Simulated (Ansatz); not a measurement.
# How fast states decay through CsK2Cl3

A new crystal, CsK2Cl3: structure, gap and complex bands. It is built by putting Cs for Na in the K2NaCl3 structure of space group P-3m1, with the volume rescaled by atomic radii. The parent structure comes from the Materials Project.

Main program and level: Ansatz 0.2.0; PBEsol DFT, plane waves, PAW files, in the first sound run; inputs show where later runs differ.

The structure was built from a prototype and need not be the compound's stable phase.

## 1. Set-up

The structure is trigonal, space group P-3m1 (No. 164). Conventional cell: a = 4.523 Å, b = 4.523 Å, c = 11.186 Å, α = 90.00°, β = 90.00°, γ = 120.00°. Nearest to K lie 6 Cl at 3.28 to 3.29 Å. Cs has 6 Cl at 3.06 Å nearest. Nearest to Cl lie 3 Cs at 3.06 Å and 3 K at 3.28 Å. Nearest to Cl lie 6 K at 3.29 Å. It derives from K2NaCl3. Cs for Na in the K2NaCl3 structure of space group P-3m1. Farther neighbours and most contacts between anions are not listed.

Coordinates:

```cif
data_structure
_symmetry_space_group_name_H-M 'P 1'
_symmetry_Int_Tables_number 1
_cell_length_a 4.5226
_cell_length_b 4.5226
_cell_length_c 11.1857
_cell_angle_alpha 90.000
_cell_angle_beta 90.000
_cell_angle_gamma 120.000
_cell_volume 198.14
loop_
_atom_site_label
_atom_site_type_symbol
_atom_site_fract_x
_atom_site_fract_y
_atom_site_fract_z
_atom_site_occupancy
K1 K 0.33333 0.66667 0.67902 1
K2 K 0.66667 0.33333 0.32098 1
Cs3 Cs 0.00000 0.00000 0.00000 1
Cl4 Cl 0.33333 0.66667 0.14299 1
Cl5 Cl 0.66667 0.33333 0.85701 1
Cl6 Cl 0.00000 0.00000 0.50000 1
```

## 2. Cell and atoms at rest

The substituted atoms don't fit the parent's cell, so cell and atoms relax together. A small smearing keeps the run stable in case the gap closes on the way.

input.yaml reads:

```yaml
crystal:
  lattice:
    - [4.5226476318, 0.0, 0.0]
    - [-2.2613238159, 3.9167277415, 0.0]
    - [0.0, 0.0, 11.1857136699]
  atoms:
    - { symbol: K, position: [0.3333333333, 0.6666666667, 0.67902339] }
    - { symbol: K, position: [0.6666666667, 0.3333333333, 0.32097661] }
    - { symbol: Cs, position: [0.0, 0.0, 0.0] }
    - { symbol: Cl, position: [0.3333333333, 0.6666666667, 0.1429916] }
    - { symbol: Cl, position: [0.6666666667, 0.3333333333, 0.8570084] }
    - { symbol: Cl, position: [0.0, 0.0, 0.5] }
kpoints:
  mp_grid: { grid: [6, 6, 2] }
scf:
  occupations: { method: gaussian, width: 0.03 }
hamiltonian:
  xc: pbesol
output:
  forces: true
  stress: true
relax:
  f_tol: 0.02
  max_steps: 60
  cell: {}
```

On the command line:

```sh
$ ansatz run input.yaml --threads 2 --pin off --max-ram 4096MiB --backend cpu --events-out ev --progress --plain --runs-dir out
```

Numbers of over 12 decimals in the logs are rounded to 6 here.

The log of the run:

```text
Engine: ansatz 0.2.0, aarch64-unknown-linux-gnu
Pseudopotentials: kind: paw
Pseudopotential: K, paw, valence charge 9, recommended cutoff 420 eV (normal), K.paw.azcp
Pseudopotential: Cs, paw, valence charge 9, recommended cutoff 420 eV (normal), Cs.paw.azcp
Pseudopotential: Cl, paw, valence charge 7, recommended cutoff 420 eV (normal), Cl.paw.azcp
Functional definition: PBEsol
  exchange = pbesol_x
  correlation = pbesol_c
Crystal: 6 atoms, lattice volume = 198.144 Å³
Basis set: ecut = 420 eV, 3859 PW (Γ), exchange–correlation on 64×64×150 points (8 copies of the dense FFT grid, shifted against one another)
Bands: 30, of which v1, the nominal top of the filled ones, is band 24 counted from 1 (23 counted from 0)
Symmetry: 12 space group operations
Space group: P-3m1 (ITA 164), of the structure as read, at distance tolerance 5.8e-5 Å
k-points: 14 of 72
Non-local potential: K, projectors of the file, l = 0: 3, l = 1: 2, l = 2: 2
Non-local potential: Cs, projectors of the file, l = 0: 3, l = 1: 2, l = 2: 2, l = 3: 2
Non-local potential: Cl, projectors of the file, l = 0: 2, l = 1: 2, l = 2: 2
PAW form: soft (Blöchl's): semilocal exchange-correlation on the pseudo side does not see the compensation charge
PAW frozen core: K, regenerated for the run's functional, and the local potential with it (the file was generated under x = pbe(κ = 0.804, μ = 0.219515), c = pbe(β = 0.066725))
PAW frozen core: Cs, regenerated for the run's functional, and the local potential with it (the file was generated under x = pbe(κ = 0.804, μ = 0.219515), c = pbe(β = 0.066725))
PAW frozen core: Cl, regenerated for the run's functional, and the local potential with it (the file was generated under x = pbe(κ = 0.804, μ = 0.219515), c = pbe(β = 0.066725))
PAW one-centre angular grid: K, 110 points (default); XC on 64 Gauss nodes
PAW one-centre angular grid: Cs, 194 points (default); XC on 64 Gauss nodes
PAW one-centre angular grid: Cl, 110 points (default); XC on 64 Gauss nodes
Initial density: superposition of atomic densities (neutral atoms: chi_scale 0, normalization atom), corrected by the library's trained network
Initial wavefunctions: pseudopotential atomic-orbital guess
Functional: x = pbesol(κ = 0.804, μ = 0.123457), c = pbesol(β = 0.046)
SCF iter   1: F=—  HF=-11811.216073 eV  |F-HF|=—  |Δ(HF+E_count)|=         —  Δρ=2.92e-3  dr2=2.43e-2  ethr=1.77e-3  ⟨swp⟩=10.7  Hψ=2353  notcnv=0  defer=1
preconditioner: auto → Resta (q_TF=auto, 2.154 Å⁻¹)  ε∞=2.7  [insulator: Δε(μ)=4.471 eV  Ē_g=13.476 eV  σ=0.030 eV  W_gap=1.00  n_scr=36 (ndim 8)  ℏωp=17.5 eV  f_vac=0.103  D(μ)=0.00/eV (n_scr^D=0)  ε∞_Penn≈2.7]
SCF iter   2: F=—  HF=-11811.205925 eV  |F-HF|=—  |Δ(HF+E_count)|=   1.01e-2  Δρ=1.12e-3  dr2=2.88e-3  ethr=5.07e-5  ⟨swp⟩=2.1  Hψ=886  notcnv=0  defer=19
SCF iter   3: F=—  HF=-11811.205570 eV  |F-HF|=—  |Δ(HF+E_count)|=   3.56e-4  Δρ=3.44e-4  dr2=2.00e-4  ethr=6.00e-6  ⟨swp⟩=2.0  Hψ=550  notcnv=0  defer=19
SCF iter   4: F=—  HF=-11811.205652 eV  |F-HF|=—  |Δ(HF+E_count)|=   8.28e-5  Δρ=8.25e-5  dr2=1.99e-5  ethr=4.16e-7  ⟨swp⟩=2.6  Hψ=702  notcnv=0  defer=19
SCF iter   5: F=—  HF=-11811.205720 eV  |F-HF|=—  |Δ(HF+E_count)|=   6.75e-5  Δρ=2.67e-5  dr2=1.68e-6  ethr=4.16e-8  ⟨swp⟩=2.4  Hψ=692  notcnv=0  defer=19
SCF iter   6: F=—  HF=-11811.205724 eV  |F-HF|=—  |Δ(HF+E_count)|=   4.32e-6  Δρ=7.51e-6  dr2=1.11e-7  ethr=3.50e-9  ⟨swp⟩=2.0  Hψ=694  notcnv=0  defer=19
SCF iter   7: F=-11811.205724 eV  HF=-11811.205724 eV  |F-HF|=8.60e-9  |Δ(HF+E_count)|=   7.29e-8  Δρ=1.64e-6  dr2=7.66e-9  ethr=2.08e-10  ⟨swp⟩=4.0  Hψ=1456  notcnv=0
SCF 1 converged in 7 iterations: F = -11811.205724 eV  dr2 = 7.66e-9
  greatest PAW one-centre occupation: 0.986 electrons in one spin orbital (limit 2), on the K atom at site 1 (counted from 0), in its partial waves of l = 0
relax step   1: F+E_penalty+E_count = -11811.20572426 eV  Δ(F+E_penalty+E_count) = +0.000e0 eV  max|allowed force component| = 1.417e0 eV/Å  Δτ_max = 0.0000 Å  P = +2.272 GPa  Ω = 198.144 Å³  (7 SCF iters, dr2 threshold 1.00e-7 eV, accepted)
Crystal: 6 atoms, lattice volume = 204.565 Å³
Basis set: ecut = 420 eV, 4039 PW (Γ), exchange–correlation on 64×64×150 points (8 copies of the dense FFT grid, shifted against one another)
Initial density: handed on by an earlier stage of this run
Initial wavefunctions: those handed on with the density
iter 1 solved again at ethr=1.56e-4 eV; its pass at ethr=3.10e-3 eV (dr2=7.47e-2 eV) is discarded
SCF iter   1: F=—  HF=-11811.716201 eV  |F-HF|=—  |Δ(HF+E_count)|=         —  Δρ=5.61e-3  dr2=7.45e-2  ethr=1.56e-4  ⟨swp⟩=2.3  Hψ=2773  notcnv=0
preconditioner: auto → Resta (q_TF=auto, 2.143 Å⁻¹)  ε∞=2.7  [insulator: Δε(μ)=4.938 eV  Ē_g=12.972 eV  σ=0.030 eV  W_gap=1.00  n_scr=36 (ndim 8)  ℏωp=16.8 eV  f_vac=0.097  D(μ)=0.00/eV (n_scr^D=0)  ε∞_Penn≈2.7]
SCF iter   2: F=—  HF=-11811.695092 eV  |F-HF|=—  |Δ(HF+E_count)|=   2.11e-2  Δρ=2.18e-3  dr2=7.61e-3  ethr=1.55e-4  ⟨swp⟩=2.0  Hψ=630  notcnv=0
SCF iter   3: F=—  HF=-11811.693910 eV  |F-HF|=—  |Δ(HF+E_count)|=   1.18e-3  Δρ=6.55e-4  dr2=7.23e-4  ethr=1.59e-5  ⟨swp⟩=2.1  Hψ=766  notcnv=0
SCF iter   4: F=—  HF=-11811.693899 eV  |F-HF|=—  |Δ(HF+E_count)|=   1.14e-5  Δρ=9.27e-5  dr2=3.36e-5  ethr=1.51e-6  ⟨swp⟩=2.6  Hψ=704  notcnv=0
SCF iter   5: F=—  HF=-11811.693985 eV  |F-HF|=—  |Δ(HF+E_count)|=   8.62e-5  Δρ=3.46e-5  dr2=3.13e-6  ethr=7.00e-8  ⟨swp⟩=2.0  Hψ=681  notcnv=0
SCF iter   6: F=-11811.693988 eV  HF=-11811.693988 eV  |F-HF|=3.33e-7  |Δ(HF+E_count)|=   2.91e-6  Δρ=7.95e-6  dr2=1.74e-7  ethr=1.25e-9  ⟨swp⟩=4.3  Hψ=1460  notcnv=0
SCF 2 converged in 6 iterations: F = -11811.693988 eV  dr2 = 1.74e-7
relax step   2: F+E_penalty+E_count = -11811.69398835 eV  Δ(F+E_penalty+E_count) = -4.883e-1 eV  max|allowed force component| = 7.235e-1 eV/Å  Δτ_max = 0.1949 Å  P = +0.636 GPa  Ω = 204.565 Å³  energy of the carried Pulay correction = -2.700e-5 eV  (6 SCF iters, dr2 threshold 6.00e-7 eV, accepted)
Crystal: 6 atoms, lattice volume = 205.093 Å³
Basis set: ecut = 420 eV, 4051 PW (Γ), exchange–correlation on 64×64×150 points (8 copies of the dense FFT grid, shifted against one another)
iter 1 solved again at ethr=2.43e-4 eV; its pass at ethr=3.10e-3 eV (dr2=1.17e-1 eV) is discarded
SCF iter   1: F=—  HF=-11811.955806 eV  |F-HF|=—  |Δ(HF+E_count)|=         —  Δρ=6.95e-3  dr2=1.18e-1  ethr=2.43e-4  ⟨swp⟩=1.3  Hψ=2518  notcnv=0
preconditioner: auto → Resta (q_TF=auto, 2.142 Å⁻¹)  ε∞=2.7  [insulator: Δε(μ)=4.963 eV  Ē_g=12.958 eV  σ=0.030 eV  W_gap=1.00  n_scr=36 (ndim 8)  ℏωp=16.8 eV  f_vac=0.082  D(μ)=0.00/eV (n_scr^D=0)  ε∞_Penn≈2.7]
SCF iter   2: F=—  HF=-11811.920739 eV  |F-HF|=—  |Δ(HF+E_count)|=   3.51e-2  Δρ=2.50e-3  dr2=1.16e-2  ethr=2.43e-4  ⟨swp⟩=2.0  Hψ=756  notcnv=0
SCF iter   3: F=—  HF=-11811.918650 eV  |F-HF|=—  |Δ(HF+E_count)|=   2.09e-3  Δρ=7.57e-4  dr2=8.79e-4  ethr=2.42e-5  ⟨swp⟩=2.0  Hψ=753  notcnv=0
SCF iter   4: F=—  HF=-11811.918675 eV  |F-HF|=—  |Δ(HF+E_count)|=   2.53e-5  Δρ=7.15e-5  dr2=1.78e-5  ethr=1.83e-6  ⟨swp⟩=2.6  Hψ=752  notcnv=0
SCF iter   5: F=—  HF=-11811.918731 eV  |F-HF|=—  |Δ(HF+E_count)|=   5.56e-5  Δρ=2.83e-5  dr2=2.25e-6  ethr=3.71e-8  ⟨swp⟩=2.1  Hψ=691  notcnv=0
SCF iter   6: F=-11811.918731 eV  HF=-11811.918731 eV  |F-HF|=1.42e-7  |Δ(HF+E_count)|=   2.59e-7  Δρ=6.25e-6  dr2=1.07e-7  ethr=1.25e-9  ⟨swp⟩=4.3  Hψ=1447  notcnv=0
SCF 3 converged in 6 iterations: F = -11811.918731 eV  dr2 = 1.07e-7
relax step   3: F+E_penalty+E_count = -11811.91873133 eV  Δ(F+E_penalty+E_count) = -2.247e-1 eV  max|allowed force component| = 2.504e-1 eV/Å  Δτ_max = 0.1963 Å  P = -0.005 GPa  Ω = 205.093 Å³  energy of the carried Pulay correction = -2.918e-5 eV  (6 SCF iters, dr2 threshold 6.00e-7 eV, accepted)
[...]
relax step   4: F+E_penalty+E_count = -11811.96865025 eV  Δ(F+E_penalty+E_count) = -4.992e-2 eV  max|allowed force component| = 2.140e-2 eV/Å  Δτ_max = 0.1419 Å  P = -0.008 GPa  Ω = 202.021 Å³  energy of the carried Pulay correction = -1.641e-5 eV  (6 SCF iters, dr2 threshold 6.00e-7 eV, accepted)
[...]
relax step   5: F+E_penalty+E_count = -11811.96914326 eV  Δ(F+E_penalty+E_count) = -4.930e-4 eV  max|allowed force component| = 4.664e-3 eV/Å  Δτ_max = 0.0098 Å  P = -0.002 GPa  Ω = 202.071 Å³  energy of the carried Pulay correction = -1.661e-5 eV  (6 SCF iters, dr2 threshold 2.86e-8 eV, accepted)
[...]
relax step   6: F+E_penalty+E_count = -11811.96934585 eV  Δ(F+E_penalty+E_count) = -2.026e-4 eV  max|allowed force component| = 2.942e-3 eV/Å  Δτ_max = 0.0017 Å  P = -0.006 GPa  Ω = 202.127 Å³  energy of the carried Pulay correction = -1.685e-5 eV  (5 SCF iters, dr2 threshold 8.22e-9 eV, accepted)
[...]
relax step   7: F+E_penalty+E_count = -11811.96942534 eV  Δ(F+E_penalty+E_count) = -7.949e-5 eV  max|allowed force component| = 1.870e-4 eV/Å  Δτ_max = 0.0023 Å  P = -0.004 GPa  Ω = 202.116 Å³  energy of the carried Pulay correction = -1.681e-5 eV  (7 SCF iters, accepted)
Basis set: ecut = 420 eV, 3979 PW (Γ), exchange–correlation on 64×64×160 points (8 copies of the dense FFT grid, shifted against one another)
Initial wavefunctions: pseudopotential atomic-orbital guess (no wavefunctions were taken with the density)
iter 1 solved again at ethr=2.26e-7 eV; its pass at ethr=3.10e-3 eV (dr2=1.08e-4 eV) is discarded
SCF iter   1: F=—  HF=-11811.969285 eV  |F-HF|=—  |Δ(HF+E_count)|=         —  Δρ=1.14e-5  dr2=7.01e-9  ethr=2.26e-7  ⟨swp⟩=3.1  Hψ=3558  notcnv=0
eigensolver tolerance schedule: the retry pair's looser diagonalisation over-reported the residual by 15471.98 of it (diagonalisation noise at an unbounded share of the residual, at the tolerance the schedule requests for it); recorded, not acted on — ethr = c·dr2/N_el stays at c = 1.0e-1
preconditioner: auto → Resta (q_TF=auto, 2.147 Å⁻¹)  ε∞=2.7  [insulator: Δε(μ)=4.945 eV  Ē_g=12.958 eV  σ=0.030 eV  W_gap=1.00  n_scr=36 (ndim 8)  ℏωp=16.9 eV  f_vac=0.071  D(μ)=0.00/eV (n_scr^D=0)  ε∞_Penn≈2.7]
SCF iter   2: F=—  HF=-11811.969441 eV  |F-HF|=—  |Δ(HF+E_count)|=   1.56e-4  Δρ=5.76e-6  dr2=1.82e-9  ethr=1.46e-11  ⟨swp⟩=3.1  Hψ=970  notcnv=0
SCF iter   3: F=—  HF=-11811.969443 eV  |F-HF|=—  |Δ(HF+E_count)|=   2.03e-6  Δρ=6.60e-7  dr2=1.65e-10  ethr=3.80e-12  ⟨swp⟩=2.0  Hψ=714  notcnv=0
SCF iter   4: F=-11811.969443 eV  HF=-11811.969443 eV  |F-HF|=1.82e-12  |Δ(HF+E_count)|=   2.35e-8  Δρ=9.60e-8  dr2=2.28e-11  ethr=1.00e-12  ⟨swp⟩=4.1  Hψ=1438  notcnv=0
SCF 8 converged in 4 iterations: F = -11811.969443 eV  dr2 = 2.28e-11
relax step   8: F+E_penalty+E_count = -11811.96944280 eV  Δ(F+E_penalty+E_count) = -1.745e-5 eV  max|allowed force component| = 1.871e-4 eV/Å  Δτ_max = 0.0000 Å  P = -0.004 GPa  Ω = 202.116 Å³  stress off target by 5.02e-3 GPa  SCF on the basis re-selected at this cell (its energy is not comparable with the rows above)  (4 SCF iters)
basis re-selected at this cell: Δ(F+E_penalty+E_count) = -1.745e-5 eV, ΔP = +0.000 GPa vs the last step (what re-selecting the basis moved, of the pressure what is left beyond the Pulay correction that the steps carried, after the strain that the cell walked since its last selection, with what the two solves' SCF thresholds leave and, on support functions, any second-order correction that the steps lacked; it is no measure of the basis error at this ecutwfc). The dense FFT grid was sized anew with the basis: this SCF ran on 32×32×80 points, the steps before it on 32×32×75, so part of this shift can come from that change (see relax.cell in the input reference). [rest of the remark cut]
SCF converged after 4 iterations
Free energy (F): -11811.969443 eV
Harris-Foulkes:  -11811.969443 eV  (|F-HF|=1.82e-12)
Internal energy: -11811.969443 eV  (E = F + TS)
E sigma→0 (E₀):  -11811.969443 eV
Fermi energy:    3.702476 eV
--- Per-component energies (eV) ---
  E_band       = -328.911735
  E_kinetic    = 1135.022058
  E_local      = -2223.939401  (includes V_loc(G=0)·N_el)
  E_nonlocal   = 144.914014
  E_hartree    = 753.906354
  E_xc         = -759.663794
  E_vxc        = -820.292841  (∫ρ·V_xc dr)
  E_paw        = -8432.573526  (= ΣΔE_a)
  E_vpaw       = -72.428423  (= ΣTr[D̂ρ^β])
  E_aug_tail   = 0.000271  (compensation charges beyond the density's cutoff)
  E_ewald      = -2430.230646
  E_core_change = 0.595227  (= ΣΔE_core)
  E_smearing   = -0.000000  (= −TS)
  E_closure    = 0.000000  (closes the sum)
  Σ components = -11811.969443   (vs F -11811.969443, Δ=0.00e0)
--- Forces (eV/Å), atoms counted from 1 ---
  atom   1  K     -0.00000000    -0.00000000    -0.00004677
  atom   2  K      0.00000000     0.00000000     0.00004677
  atom   3  Cs     0.00000000     0.00000000     0.00000000
  atom   4  Cl    -0.00000000     0.00000000    -0.00018709
  atom   5  Cl    -0.00000000    -0.00000000     0.00018709
  atom   6  Cl     0.00000000     0.00000000     0.00000000
  max |Σ_I F_I| component: 4.66e-18 eV/Å
--- Stress (GPa, compression-positive) ---
       -0.003820      -0.000000      -0.000000
       -0.000000      -0.003820      -0.000000
       -0.000000      -0.000000      -0.005020
  P = ⅓ Tr σ = -0.0042 GPa (-0.042 kbar)
--- Relaxed structure (7 steps of the walk, 7 accepted, 1 SCFs on fresh bases) ---
  F+E_penalty+E_count = -11811.96944280 eV   max|allowed force component| = 1.871e-4 eV/Å   (the final SCF, on the basis selected at the relaxed cell)
  cell:  # Å, volume = 202.1164 Å³
    - [4.550326, 0, 4.619175914005149e-18]
    - [-2.275163, 3.940698, -2.3095879570025718e-18]
    - [1.1424453853466524e-17, 0, 11.271611]
  atoms:
    - { symbol: K, position: [0.333333, 0.666667, 0.654897] }
    - { symbol: K, position: [0.666667, 0.333333, 0.345103] }
    - { symbol: Cs, position: [0, 0, 0] }
    - { symbol: Cl, position: [0.333333, 0.666667, 0.190490] }
    - { symbol: Cl, position: [0.666667, 0.333333, 0.809510] }
    - { symbol: Cl, position: [0.0, 0, 0.500000] }
```

Run time: 14 s. Hardware: 2 threads of Arm Neoverse V2, shared host; peak memory 0.48 GiB.

Relaxation path:

```csv
step,energy less that of the first step (eV),largest force component (eV/Å),pressure (GPa),volume (Å³)
1,0.0000,1.4172,2.27,198.14
2,-0.4883,0.7235,0.64,204.56
3,-0.7130,0.2504,0.00,205.09
4,-0.7629,0.0214,-0.01,202.02
5,-0.7634,0.0047,0.00,202.07
6,-0.7636,0.0029,-0.01,202.13
7,-0.7637,0.0002,0.00,202.12
8*,-0.7637,0.0002,0.00,202.12
```

Relaxation steps marked * repeat the geometry before them on a plane-wave basis chosen anew for their cell, so energy and pressure can jump there.

The run keeps the 12 symmetry operations that it works with, so distortions that break them were not tested.

```csv
"conventional cell, symmetrised",before,after,change
a (Å),4.523,4.550,+0.6 %
b (Å),4.523,4.550,+0.6 %
c (Å),11.186,11.272,+0.8 %
volume (Å³/atom),33.02,33.69,+2.0 %
```

The atoms that moved most (Å, as changes of fractional coordinates times the final cell):

```csv
atom,dx,dy,dz,length
Cl4,0.000,0.000,0.535,0.535
Cl5,0.000,0.000,-0.535,0.535
K2,0.000,0.000,0.272,0.272
K1,0.000,0.000,-0.272,0.272
```

The relaxed structure:

```xyz
6
Lattice="4.5503 0.0000 0.0000 -2.2752 3.9407 0.0000 0.0000 0.0000 11.2716" Properties=species:S:1:pos:R:3 pbc="T T T"
K     0.0000    2.6271    7.3817
K     2.2752    1.3136    3.8899
Cs    0.0000    0.0000    0.0000
Cl    0.0000    2.6271    2.1471
Cl    2.2752    1.3136    9.1245
Cl    0.0000    0.0000    5.6358
```

Numbers from this step:

```yaml
free_energy: -11811.9694 eV
fermi_energy: 3.702 eV
pressure: -0.004220 GPa
```

The largest force component on a free atom ends at 1.9e-4 eV/Å.

## 3. The bulk crystal and its band edges

The energy window and the wavevectors of the next steps follow from the band edges, so these are searched first, off the mesh as well.

input.yaml reads:

```yaml
crystal:
  lattice:
    - [4.5503260681, 0.0, 0.0]
    - [-2.275163034, 3.9406979705, 0.0]
    - [0.0, 0.0, 11.2716110142]
  atoms:
    - { symbol: K, position: [0.3333333333, 0.6666666667, 0.6548968165] }
    - { symbol: K, position: [0.6666666667, 0.3333333333, 0.3451031835] }
    - { symbol: Cs, position: [0.0, 0.0, 0.0] }
    - { symbol: Cl, position: [0.3333333333, 0.6666666667, 0.1904898212] }
    - { symbol: Cl, position: [0.6666666667, 0.3333333333, 0.8095101788] }
    - { symbol: Cl, position: [0.0, 0.0, 0.5] }
kpoints:
  mp_grid: { grid: [6, 6, 2] }
  band_path: { path: [VBM, CBM], npoints: 30 }
scf:
  occupations: { method: fixed }
hamiltonian:
  xc: pbesol
output:
  eigenvalues: true
  write_potential: true
  write_density: true
  volumetric_format: npy
```

The log of the run:

```text
[...]
Crystal: 6 atoms, lattice volume = 202.116 Å³
Basis set: ecut = 420 eV, 3979 PW (Γ)
Bands: 30, of which v1, the nominal top of the filled ones, is band 24 counted from 1 (23 counted from 0)
Symmetry: 12 space group operations
[...]
k-points: 14 of 72
[...]
SCF iter   1: F=—  HF=-11811.980225 eV  |F-HF|=—  |Δ(HF+E_count)|=         —  Δρ=3.09e-3  dr2=2.85e-2  ethr=1.77e-3  ⟨swp⟩=5.1  Hψ=1614  notcnv=0  defer=51
[...]
SCF iter   6: F=-11811.969482 eV  HF=-11811.969481 eV  |F-HF|=1.29e-7  |Δ(HF+E_count)|=   3.49e-6  Δρ=5.38e-6  dr2=5.58e-8  ethr=2.08e-10  ⟨swp⟩=12.6  Hψ=2365  notcnv=0
SCF 1 converged in 6 iterations: F = -11811.969482 eV  dr2 = 5.58e-8
[...]
NSCF: frozen V_eff on 34 k-points
[...]
SCF converged after 6 iterations
Free energy (F): -11811.969482 eV
[...]
Internal energy: -11811.969482 eV  (E = F + TS)
E sigma→0 (E₀):  -11811.969482 eV
Fermi energy:    1.229915 eV
[...]
--- Band table (eV; the first three rows and the last of 14) ---
  k-point 0: bands = [... 20 lower, 0.9038, 1.1819, 1.1819, 1.2299, 6.1755, 7.5944, 8.0954, 8.2571, ... 2 higher]
  k-point 1: bands = [... 20 lower, 1.0626, 1.0626, 1.1069, 1.1069, 6.6775, 6.9242, 7.7458, 8.7355, ... 2 higher]
  k-point 2: bands = [... 20 lower, 0.9628, 0.9963, 1.1253, 1.1385, 6.7512, 7.6982, 8.1080, 8.3366, ... 2 higher]
  k-point 13: bands = [... 20 lower, 0.9410, 0.9577, 1.0056, 1.0056, 8.2429, 8.2429, 8.9758, 9.0375, ... 2 higher]
```

The job ended after 8.6 s (2 threads; peak memory 0.44 GiB).

This step gave:

| Property | Result |
| --- | --- |
| free energy | -11811.9695 eV |
| Fermi energy | 1.230 eV |
| gap on the k-mesh | 4.946 eV |
| gap on path | 4.946 eV, by band count; negative where bands overlap |
| direct gap on path | 4.946 eV |
| edge places on path | 0, 0 1/A along the path |

Levels at VBM (eV): -5.65, -5.56, -5.56, -0.84, -0.75, -0.33, -0.33, -0.33, -0.33, -0.05, -0.05, 0.00, 4.95, 6.36, 6.87, 7.03, 7.50, 7.50.

The searched edges give 4.95 eV, as on the mesh.

[end of part 1 of 2]

[Logs are printed without paths, hosts, clocks, repeated set-up lines and the standing remarks that a program may print on its own settings, such as how far it seeks lower states.]

[Hosts, paths, dates, database ids (printed as entryN), source tags and the programs' standing remarks are cut or masked in the printed files.]
